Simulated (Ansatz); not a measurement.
# Direct or indirect: CdHSCl sheet (P3m1)

```
CELL_PARAMETERS angstrom
4.09060 0.00000 0.00000
2.04530 3.54256 0.00000
0.00000 0.00000 31.39421
ATOMIC_POSITIONS crystal
Cd 0.00000 0.00000 0.29698
Cl 0.33333 0.33333 0.25216
S 0.66667 0.66667 0.33651
H 0.66667 0.66667 0.37960
```

Method: Ansatz, PBE, independent particles, without spin-orbit coupling, line width 0.05 eV (Gaussian). The band structure gives a fundamental gap of 2.80 eV. The spectrum of vertical transitions near the edge:

```tsv
E (eV)	absorbance (%), E ∥ xy
2.34	0.00
2.46	0.00
2.58	0.00
2.70	0.00
2.82	0.56
2.94	0.81
3.06	0.77
3.18	0.73
3.30	0.70
3.42	0.68
3.54	0.67
3.66	0.68
3.78	0.98
3.90	2.50
4.02	3.39
```

**Question.** Is the gap direct or indirect, and about where do vertical transitions set in?

**Answer.** Direct: the band path has its least direct gap at the fundamental one, 2.80 eV, and the curves rise from there. Lines are broadened by 0.05 eV, which spreads the edge.

Note: cells built here by substitution need not match a known phase.

[Logs are printed without paths, hosts, clocks, repeated set-up lines and the standing remarks that a program may print on its own settings, such as how far it seeks lower states.]
